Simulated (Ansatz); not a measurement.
## SnO2 (Cassiterite): the gap up the ladder of methods

Aim: the gap of SnO2 (Cassiterite) at several levels of theory on one structure, with the time that each takes.

Calculated with Ansatz 0.2.0; density functionals, hybrids and G0W0, plane waves, PAW.

**What was measured.**

- Gap 3.6 eV: experimental gap quoted from earlier work; bulk crystal (quoted in “Study on the Photocatalytic Properties of Flower-Shaped SnO2”, 2022, pmc:9565917).

## (1) The starting structure

Symmetry: P4_2/mnm, No. 136, tetragonal system. The conventional cell has a = 4.738 Å, b = 4.738 Å, c = 3.187 Å, α = 90.00°, β = 90.00°, γ = 90.00°. Nearest to Sn lie 6 O at 2.05 to 2.06 Å. Nearest to O lie 3 Sn at 2.05 to 2.06 Å. Farther neighbours and most contacts between anions are not listed.

The cell and positions come from the Crystallography Open Database and are kept as given unless a step says otherwise. The default PAW set here is soft_2. Its files were made with PBE.

## (2) LDA on the 6×6×8 mesh

This step: DFT, LDA, plane waves, PAW.

input.yaml

```yaml
crystal:
  lattice:
    - [4.738, 0.0, 0.0]
    - [0.0, 4.738, 0.0]
    - [0.0, 0.0, 3.1865]
  atoms:
    - { symbol: Sn, position: [0.0, 0.0, 0.0] }
    - { symbol: Sn, position: [0.5, 0.5, 0.5] }
    - { symbol: O, position: [0.3071, 0.3071, 0.0] }
    - { symbol: O, position: [0.1929, 0.8071, 0.5] }
    - { symbol: O, position: [0.6929, 0.6929, 0.0] }
    - { symbol: O, position: [0.8071, 0.1929, 0.5] }
kpoints:
  mp_grid: { grid: [6, 6, 8] }
  band_path:
    path:
      - [0.0, 0.0, 0.0]
      - [0.0, 0.5, 0.0]
      - [0.5, 0.5, 0.0]
      - [0.0, 0.0, 0.5]
      - [0.0, 0.5, 0.5]
      - [0.5, 0.5, 0.5]
    npoints: 1
hamiltonian:
  xc: lda
scf:
  occupations: { method: fixed }
  n_extra_bands: 6
output:
  forces: true
  stress: true
  eigenvalues: true
```

Launch:

```bash
$ ansatz run input.yaml --threads 3 --pin off --max-ram 64512MiB --backend cuda --events-out ev --progress --plain --runs-dir out --devices 1 --max-vram 24GiB  # rebuilt from the run's record
```

Numbers of over 12 decimals in the logs are rounded to 6 here.

Log:

```text
scf.n_extra_bands = 6 over 26 filled bands (N_el = 52.0): the run solves 32 bands
GPUs: using 1 of 1 available (devices: 1).
Engine: ansatz 0.2.0, x86_64-unknown-linux-gnu
Pseudopotentials: kind: paw
Pseudopotential: Sn, paw, valence charge 14, recommended cutoff 420 eV (normal), Sn.paw.azcp
Pseudopotential: O, paw, valence charge 6, recommended cutoff 420 eV (normal), O.paw.azcp
Functional definition: SPW92
  exchange = slater_x
  correlation = pw_c
device memory: the entry about to start is reckoned to put 2.2 GiB on a device that reports 76.9 GiB free (of which the cap on the GPU budget leaves the run 24.0 GiB)
GPU FFT provider: cuFFT
GPU libraries: cuBLAS 13.8.1, cuFFT 12.4.0, cuSOLVER 12.3.2
Crystal: 6 atoms, lattice volume = 71.533 Å³
Basis set: ecut = 420 eV, 1411 PW (Γ)
Bands: 32, of which v1, the nominal top of the filled ones, is band 26 counted from 1 (25 counted from 0)
Symmetry: 16 space group operations
Space group: P42/mnm (ITA 136), of the structure as read, at distance tolerance 4.2e-5 Å
k-points: 50 of 288
Non-local potential: Sn, projectors of the file, l = 0: 2, l = 1: 2, l = 2: 2, l = 3: 2
Non-local potential: O, projectors of the file, l = 0: 2, l = 1: 2, l = 2: 1
PAW form: soft (Blöchl's): semilocal exchange-correlation on the pseudo side does not see the compensation charge
PAW frozen core: Sn, regenerated for the run's functional, and the local potential with it (the file was generated under x = pbe(κ = 0.804, μ = 0.219515), c = pbe(β = 0.066725))
PAW frozen core: O, regenerated for the run's functional, and the local potential with it (the file was generated under x = pbe(κ = 0.804, μ = 0.219515), c = pbe(β = 0.066725))
PAW one-centre angular grid: Sn, 590 points (default); XC on 64 Gauss nodes
PAW one-centre angular grid: O, 110 points (default); XC on 64 Gauss nodes
Initial density: superposition of atomic densities (neutral atoms: chi_scale 0, normalization atom), corrected by the library's trained network
Initial wavefunctions: pseudopotential atomic-orbital guess
GPU buffer pool allocated for 24576 grid points (all kernels)
GPU transforms: local potential and band sums: pruned to the plane-wave sphere, on 32×32×24
Functional: x = slater, c = lda
SCF iter   1: F=—  HF=-13980.422870 eV  |F-HF|=—  |Δ(HF+E_count)|=         —  Δρ=1.89e-2  dr2=2.12e-1  ethr=1.77e-3  ⟨swp⟩=4.0  Hψ=6160  notcnv=0  defer=198
preconditioner: auto → Resta (q_TF=auto, 2.587 Å⁻¹)  ε∞=3.7  [insulator: Δε(μ)=0.964 eV  Ē_g=19.405 eV  n_scr=18 (ndim 8)  ℏωp=31.7 eV  f_vac=0.027  ε∞_Penn≈3.7]
SCF iter   2: F=—  HF=-13980.361667 eV  |F-HF|=—  |Δ(HF+E_count)|=   6.12e-2  Δρ=4.90e-3  dr2=6.81e-3  ethr=4.09e-4  ⟨swp⟩=2.2  Hψ=2559  notcnv=0  defer=200
SCF iter   3: F=—  HF=-13980.359518 eV  |F-HF|=—  |Δ(HF+E_count)|=   2.15e-3  Δρ=2.14e-3  dr2=1.69e-3  ethr=1.31e-5  ⟨swp⟩=2.0  Hψ=2871  notcnv=0  defer=200
SCF iter   4: F=—  HF=-13980.359015 eV  |F-HF|=—  |Δ(HF+E_count)|=   5.02e-4  Δρ=3.68e-4  dr2=7.41e-5  ethr=3.25e-6  ⟨swp⟩=3.0  Hψ=2612  notcnv=0  defer=180
SCF iter   5: F=—  HF=-13980.359095 eV  |F-HF|=—  |Δ(HF+E_count)|=   7.95e-5  Δρ=7.73e-5  dr2=3.20e-6  ethr=1.43e-7  ⟨swp⟩=2.3  Hψ=2073  notcnv=0  defer=100
SCF iter   6: F=-13980.359096 eV  HF=-13980.359096 eV  |F-HF|=3.71e-8  |Δ(HF+E_count)|=   6.83e-7  Δρ=1.23e-5  dr2=7.94e-8  ethr=1.92e-10  ⟨swp⟩=10.0  Hψ=9756  notcnv=0
SCF 1 converged in 6 iterations: F = -13980.359096 eV  dr2 = 7.94e-8
[...]
device memory: the entry about to start is reckoned to put 1.1 GiB on a device that reports 74.3 GiB free (of which the cap on the GPU budget leaves the run 24.0 GiB)
NSCF: frozen V_eff on 6 k-points
SCF converged after 6 iterations
Free energy (F): -13980.359096 eV
Harris-Foulkes:  -13980.359096 eV  (|F-HF|=3.71e-8)
Internal energy: -13980.359096 eV  (E = F + TS)
E sigma→0 (E₀):  -13980.359096 eV
Fermi energy:    9.159639 eV
--- Per-component energies (eV) ---
  E_band       = -131.420323
  E_kinetic    = 1081.113205
  E_local      = -2867.974327  (includes V_loc(G=0)·N_el)
  E_nonlocal   = 150.980520
  E_hartree    = 1481.715815
  E_xc         = -1041.957567
  E_vxc        = -564.370480  (∫ρ·V_xc dr)
  E_paw        = -8602.632631  (= ΣΔE_a)
  E_vpaw       = -894.627611  (= ΣTr[D̂ρ^β])
  E_aug_tail   = 0.010187  (compensation charges beyond the density's cutoff)
  E_ewald      = -4182.851779
  E_core_change = 1.237482  (= ΣΔE_core)
  E_smearing   = -0.000000  (= −TS)
  E_closure    = 0.000000  (closes the sum)
  Σ components = -13980.359096   (vs F -13980.359096, Δ=0.00e0)
--- Forces (eV/Å), atoms counted from 1 ---
  atom   1  Sn    -0.00000000    -0.00000000    -0.00000000
  atom   2  Sn    -0.00000000    -0.00000000     0.00000000
  atom   3  O     -0.10956015    -0.10956015     0.00000000
  atom   4  O      0.10956015    -0.10956015    -0.00000000
  atom   5  O      0.10956015     0.10956015    -0.00000000
  atom   6  O     -0.10956015     0.10956015     0.00000000
  max |Σ_I F_I| component: 2.78e-17 eV/Å
--- Stress (GPa, compression-positive) ---
       -1.086405       0.000000       0.000000
        0.000000      -1.086405       0.000000
        0.000000       0.000000      -0.039738
  P = ⅓ Tr σ = -0.7375 GPa (-7.375 kbar)
--- Band table (eV; the first three rows and the last of 50) ---
  k-point 0: bands = [... 22 lower, 7.9021, 8.3620, 8.3620, 9.1596, 10.2937, 15.0669, 15.2711, 15.2711, ... 2 higher]
  k-point 1: bands = [... 22 lower, 7.3082, 8.3994, 8.3994, 9.0251, 11.2630, 15.3910, 15.9273, 15.9273, ... 2 higher]
  k-point 2: bands = [... 22 lower, 6.5946, 8.2998, 8.2998, 8.6445, 12.8647, 15.8703, 17.3571, 17.3571, ... 2 higher]
  k-point 49: bands = [... 22 lower, 8.1643, 8.1643, 8.3141, 8.3141, 13.8709, 13.8709, 17.7628, 17.7628, ... 2 higher]
```

Run time: 3.1 s. Hardware: 1 × NVIDIA H100 80GB HBM3 (shared by 3 runs) with 3 threads of AMD EPYC 7R13 (Zen 3), shared host; peak memory 1 GiB.

In the SCF lines HF is the Harris–Foulkes energy and dr2 the Hartree energy of the density residual, in eV; the loop may stop once dr2 is under the threshold and the program's other checks hold. Hψ counts applications of the Hamiltonian.

This step gave:

```
pressure             : -0.7375 GPa
gap                  : 1.134 eV
valence top at       : Γ
conduction bottom at : Γ
least direct gap     : 1.134 eV
```

Over mesh and listed points the gap is 1.134 eV, direct, at k = Γ.

## (3) PBE on the 6×6×8 mesh

Levels along a band path and on the mesh show where this functional puts the band edges.

This step: DFT, PBE, plane waves, PAW.

Edit input.yaml of step 2 so:

```diff
@@ -16,13 +16,10 @@
     path:
-      - [0.0, 0.0, 0.0]
-      - [0.0, 0.5, 0.0]
-      - [0.5, 0.5, 0.0]
-      - [0.0, 0.0, 0.5]
-      - [0.0, 0.5, 0.5]
-      - [0.5, 0.5, 0.5]
-    npoints: 1
+      - [[0.0, 0.0, 0.0], [0.0, 0.5, 0.0], [0.5, 0.5, 0.0], [0.0, 0.0, 0.0], [0.0, 0.0, 0.5], [0.0, 0.5, 0.5], [0.5, 0.5, 0.5], [0.0, 0.0, 0.5]]
+      - [[0.0, 0.5, 0.0], [0.0, 0.5, 0.5]]
+      - [[0.5, 0.5, 0.0], [0.5, 0.5, 0.5]]
+    npoints: 10
 hamiltonian:
-  xc: lda
+  xc: pbe
 scf:
-  occupations: { method: fixed }
+  occupations: { method: fermi_dirac, width: 0.02 }
   n_extra_bands: 6
@@ -32 +29,5 @@
   eigenvalues: true
+  write_density: true
+  write_potential: true
+  elf: true
+  volumetric_format: npy
```

Log:

```text
[...]
GPUs: using 1 of 1 available (devices: 1).
[...]
GPU FFT provider: cuFFT
GPU libraries: cuBLAS 13.8.1, cuFFT 12.4.0, cuSOLVER 12.3.2
Crystal: 6 atoms, lattice volume = 71.533 Å³
Basis set: ecut = 420 eV, 1411 PW (Γ), exchange–correlation on 64×64×48 points (8 copies of the dense FFT grid, shifted against one another)
Bands: 32, of which v1, the nominal top of the filled ones, is band 26 counted from 1 (25 counted from 0)
Symmetry: 16 space group operations
[...]
k-points: 50 of 288
[...]
GPU buffer pool allocated for 24576 grid points (all kernels)
[...]
SCF iter   1: F=—  HF=-14317.837964 eV  |F-HF|=—  |Δ(HF+E_count)|=         —  Δρ=1.08e-3  dr2=2.60e-4  ethr=1.77e-3  ⟨swp⟩=6.8  Hψ=7258  notcnv=0
[...]
atom   1  Sn    -0.00000000    -0.00000000    -0.00000000
  atom   2  Sn     0.00000000    -0.00000000     0.00000000
  atom   3  O     -0.19464805    -0.19464805     0.00000000
  atom   4  O      0.19464805    -0.19464805    -0.00000000
  atom   5  O      0.19464805     0.19464805    -0.00000000
  atom   6  O     -0.19464805     0.19464805     0.00000000
  max |Σ_I F_I| component: 2.78e-17 eV/Å
--- Stress (GPa, compression-positive) ---
       10.098216       0.000000       0.000000
        0.000000      10.098216       0.000000
        0.000000       0.000000      13.046926
  P = ⅓ Tr σ = 11.0811 GPa (110.811 kbar)
--- Band table (eV; the first three rows and the last of 50) ---
  k-point 0: bands = [... 22 lower, 8.3043, 8.7527, 8.7527, 9.5266, 10.8087, 15.6950, 15.8965, 15.8965, ... 2 higher]
  k-point 1: bands = [... 22 lower, 7.7253, 8.7887, 8.7887, 9.3960, 11.7694, 16.0127, 16.5476, 16.5476, ... 2 higher]
  k-point 2: bands = [... 22 lower, 7.0099, 8.6885, 8.6885, 9.0265, 13.3846, 16.4831, 17.9792, 17.9792, ... 2 higher]
  k-point 49: bands = [... 22 lower, 8.5576, 8.5576, 8.6922, 8.6922, 14.4668, 14.4668, 18.4241, 18.4241, ... 2 higher]
[key lines of the parts left out:]
SCF converged after 6 iterations
Free energy (F): -14317.839524 eV
Fermi energy:    10.167741 eV
```

Wall time 5.7 s (1 × NVIDIA H100 80GB HBM3 (shared by 3 runs) with 3 threads); peak memory 1 GiB; 3.6 s of CPU time.

Numbers from this step:

- pressure: 11.08 GPa
- filled bands: 26
- gap: 1.282 eV
- valence top at: Γ
- conduction bottom at: Γ
- least direct gap: 1.282 eV

Over mesh and path the gap is 1.282 eV, direct, at k = Γ. The pressure in this cell is 11 GPa; the cell is kept. PBE against LDA: 1.282 − 1.134 = +0.148 eV, with the same mesh, files and cutoff, and both edges at the same k points.

## (4) PBE+SOC on the 6×6×8 mesh

This run has two-component orbitals with spin-orbit coupling.

This step: DFT, PBE with spin-orbit coupling, plane waves, PAW.

input.yaml, the sections that differ from step 3:

```yaml
kpoints:
  mp_grid: { grid: [6, 6, 8] }
  band_path:
    path:
      - [0.0, 0.0, 0.0]
      - [0.0, 0.5, 0.0]
      - [0.5, 0.5, 0.0]
      - [0.0, 0.0, 0.5]
      - [0.0, 0.5, 0.5]
      - [0.5, 0.5, 0.5]
    npoints: 1
scf:
  occupations: { method: fermi_dirac, width: 0.02 }
  n_extra_bands: 12
magnetization:
  noncollinear: true
  spin_orbit: true
output:
  forces: true
  stress: true
  eigenvalues: true
# crystal, hamiltonian: as in step 3
```

Log:

```text
[...]
GPUs: using 1 of 1 available (devices: 1).
[...]
non-collinear run that drives no moment, with spin-orbit: no starting moment large enough to seed its density (crystal.atoms[].spin), no starting occupations that ask for one, no magnetisation constraint and no magnetic field, so the semilocal B_xc is pinned to zero
[...]
k-point 1: bands = [... 48 lower, 8.7951, 8.7951, 9.3930, 9.3930, 11.7706, 11.7706, 16.0156, 16.0156, ... 8 higher]
  k-point 2: bands = [... 48 lower, 8.6897, 8.6897, 9.0236, 9.0236, 13.3849, 13.3849, 16.4848, 16.4848, ... 8 higher]
  k-point 49: bands = [... 48 lower, 8.6897, 8.6897, 8.6897, 8.6897, 14.4640, 14.4640, 14.4640, 14.4640, ... 8 higher]
[key lines of the parts left out:]
SCF converged after 8 iterations
Magnetization: |M| = 0.0000 μB,  M = (+0.0000, +0.0000, +0.0000) μB
Free energy (F): -14322.101149 eV
Fermi energy:    10.167644 eV
P = ⅓ Tr σ = 11.0354 GPa (110.354 kbar)
```

It took 3.6 s on 1 × NVIDIA H100 80GB HBM3 (shared by 3 runs) with 3 threads; peak memory 1 GiB; 6.7 s of CPU time.

Numbers from this step:

- pressure: 11.04 GPa
- gap: 1.288 eV
- valence top at: Γ
- conduction bottom at: Γ
- least direct gap: 1.288 eV

Over mesh and listed points the gap is 1.288 eV, direct, at k = Γ. The pressure in this cell is 11 GPa; the cell is kept. PBE+SOC against PBE: 1.288 − 1.282 = +0.006 eV, with the same mesh, set of files (read in its fully relativistic form for the spin-orbit run) and cutoff, and both edges at the same k points. The spin-orbit run sees mesh and listed points alone, so its gap is an upper bound: the coupling can move an edge off these points, and the change over the zone, its sign included where it is small, is not known.

## (5) r2SCAN on the 6×6×8 mesh

r2SCAN is a meta-GGA: it depends on the kinetic-energy density as well as on the density and its gradient.

This step: DFT, r2SCAN, plane waves, PAW.

Edit input.yaml of step 4 so:

```diff
@@ -24,9 +24,6 @@
 hamiltonian:
-  xc: pbe
+  xc: r2scan
 scf:
-  occupations: { method: fermi_dirac, width: 0.02 }
-  n_extra_bands: 12
-magnetization:
-  noncollinear: true
-  spin_orbit: true
+  occupations: { method: fixed }
+  n_extra_bands: 6
 output:
```

Log:

```text
[...]
GPUs: using 1 of 1 available (devices: 1).
[...]
GPU FFT provider: cuFFT
GPU libraries: cuBLAS 13.8.1, cuFFT 12.4.0, cuSOLVER 12.3.2
Crystal: 6 atoms, lattice volume = 71.533 Å³
Basis set: ecut = 500 eV, 1835 PW (Γ), exchange–correlation on 144×144×96 points (64 copies of the dense FFT grid, shifted against one another)
[...]
k-point 0: bands = [... 22 lower, 7.8931, 8.3065, 8.3065, 9.0799, 11.0383, 15.9922, 16.2281, 16.2281, ... 2 higher]
  k-point 1: bands = [... 22 lower, 7.3113, 8.3458, 8.3458, 8.9458, 11.9677, 16.3346, 16.8940, 16.8940, ... 2 higher]
  k-point 2: bands = [... 22 lower, 6.6203, 8.2401, 8.2401, 8.5675, 13.6257, 16.8612, 18.3794, 18.3794, ... 2 higher]
  k-point 49: bands = [... 22 lower, 8.1044, 8.1044, 8.2167, 8.2167, 14.8169, 14.8169, 18.7686, 18.7686, ... 2 higher]
[key lines of the parts left out:]
SCF converged after 7 iterations
Free energy (F): -14352.414064 eV
Fermi energy:    9.079853 eV
P = ⅓ Tr σ = 3.3362 GPa (33.362 kbar)
```

Wall time 2.7 s (1 × NVIDIA H100 80GB HBM3 (shared by 3 runs) with 3 threads); peak memory 1.1 GiB; 3.8 s of CPU time.

This step gave:

- pressure: 3.336 GPa
- gap: 1.958 eV
- valence top at: Γ
- conduction bottom at: Γ
- least direct gap: 1.958 eV

Over mesh and listed points the gap is 1.958 eV, direct, at k = Γ. r2SCAN against PBE: 1.958 − 1.282 = +0.676 eV. The runs also differ in plane-wave cutoff (420 eV and 500 eV), so how much of this comes from the functional alone is not known.

## (6) HSE06 on the 4×4×4 mesh

HSE06 mixes in a quarter of exact exchange at short range.

This step: DFT, HSE06, plane waves, PAW.

Edit input.yaml of step 5 so:

```diff
@@ -13,3 +13,3 @@
 kpoints:
-  mp_grid: { grid: [6, 6, 8] }
+  mp_grid: { grid: [4, 4, 4] }
   band_path:
@@ -24,3 +24,3 @@
 hamiltonian:
-  xc: r2scan
+  xc: hse06
 scf:
```

Log:

```text
[...]
--- Band table (eV; the first three rows and the last of 18) ---
  k-point 0: bands = [... 22 lower, 7.1611, 7.4716, 7.4716, 8.1850, 11.2259, 16.3815, 16.4275, 16.4275, ... 2 higher]
  k-point 1: bands = [... 22 lower, 5.8306, 7.3864, 7.3864, 7.6494, 13.9074, 17.3447, 18.6709, 18.6709, ... 2 higher]
  k-point 2: bands = [... 22 lower, 6.4198, 6.4198, 6.8331, 6.8331, 16.5790, 16.5790, 20.0301, 20.0301, ... 2 higher]
  k-point 17: bands = [... 22 lower, 7.2176, 7.2176, 7.2774, 7.2774, 15.0968, 15.0968, 19.0268, 19.0268, ... 2 higher]
[key lines of the parts left out:]
Free energy (F): -14325.528764 eV
Fermi energy:    8.185018 eV
P = ⅓ Tr σ = 1.8784 GPa (18.784 kbar)
```

Wall time 20 s (1 × NVIDIA H100 80GB HBM3 (shared by 3 runs) with 3 threads); peak memory 2.1 GiB; 34 s of CPU time.

This step gave:

| Quantity | Value |
| --- | --- |
| gap | 3.041 eV |
| valence top at | Γ |
| conduction bottom at | Γ |
| least direct gap | 3.041 eV |
| exact-exchange fraction | 0.25 |

Over mesh and listed points the gap is 3.041 eV, direct, at k = Γ. HSE06 against PBE: 3.041 − 1.282 = +1.759 eV. The runs also differ in mesh (6×6×8 and 4×4×4), so how much of this comes from the functional alone is not known. The program's warnings for this run: stress exchange threshold loose; stress scf threshold loose.

## (7) PBE0 on the 4×4×4 mesh

PBE0 mixes in a quarter of exact exchange at all distances.

This step: DFT, PBE0, plane waves, PAW.

Edit input.yaml of step 6 so:

```diff
@@ -24,3 +24,3 @@
 hamiltonian:
-  xc: hse06
+  xc: pbe0
 scf:
```

Log:

```text
[...]
GPUs: using 1 of 1 available (devices: 1).
[...]
GPU FFT provider: cuFFT
GPU libraries: cuBLAS 13.8.1, cuFFT 12.4.0, cuSOLVER 12.3.2
Crystal: 6 atoms, lattice volume = 71.533 Å³
Basis set: ecut = 420 eV, 1411 PW (Γ), exchange–correlation on 64×64×48 points (8 copies of the dense FFT grid, shifted against one another)
[...]
--- Band table (eV; the first three rows and the last of 18) ---
  k-point 0: bands = [... 22 lower, 6.7653, 7.0795, 7.0795, 7.7844, 11.5480, 16.7534, 16.7820, 16.7820, ... 2 higher]
  k-point 1: bands = [... 22 lower, 5.4275, 6.9866, 6.9866, 7.2421, 14.2704, 17.7310, 19.0408, 19.0408, ... 2 higher]
  k-point 2: bands = [... 22 lower, 6.0013, 6.0013, 6.4241, 6.4241, 16.9672, 16.9672, 20.3985, 20.3985, ... 2 higher]
  k-point 17: bands = [... 22 lower, 6.8129, 6.8129, 6.8709, 6.8709, 15.4663, 15.4663, 19.3830, 19.3830, ... 2 higher]
[key lines of the parts left out:]
Free energy (F): -14324.409510 eV
Fermi energy:    7.784399 eV
P = ⅓ Tr σ = 1.7755 GPa (17.755 kbar)
```

Wall time 18 s (1 × NVIDIA H100 80GB HBM3 (shared by 3 runs) with 3 threads); peak memory 2 GiB; 30 s of CPU time.

Numbers from this step:

| Quantity | Value |
| --- | --- |
| gap | 3.764 eV |
| valence top at | Γ |
| conduction bottom at | Γ |
| least direct gap | 3.764 eV |
| exact-exchange fraction | 0.25 |

Over mesh and listed points the gap is 3.764 eV, direct, at k = Γ. PBE0 against HSE06: 3.764 − 3.041 = +0.723 eV, with the same mesh, files and cutoff, and both edges at the same k points. The program's warnings for this run: stress exchange threshold loose; stress scf threshold loose.

[end of part 1 of 2]

[Paths, hosts, dates, memory and timing lines, banners, echoed tables and standing remarks are left out of the program output.]

[Logs are printed without paths, hosts, clocks, repeated set-up lines and the standing remarks that a program may print on its own settings, such as how far it seeks lower states.]

[Runs of the session that timed out or met a known fault of the program may be left out.]

[Cells called generated may have been cut or substituted from an entry of the Crystallography Open Database or the Materials Project.]

[Hosts, paths, dates, database ids (printed as entryN), source tags and the programs' standing remarks are cut or masked in the printed files.]

[Where an RPA ε∞ is given, it is that of the G0W0 mesh and is not shown converged in it. Names of k-points follow the symmetry that the program found, which can be lower than the space group named. Band edges on a path are those of the sampled points; other points can move an edge, and change direct to indirect where valleys lie close.]

[Hybrid gaps are those of their k-mesh and are not shown converged in it.]
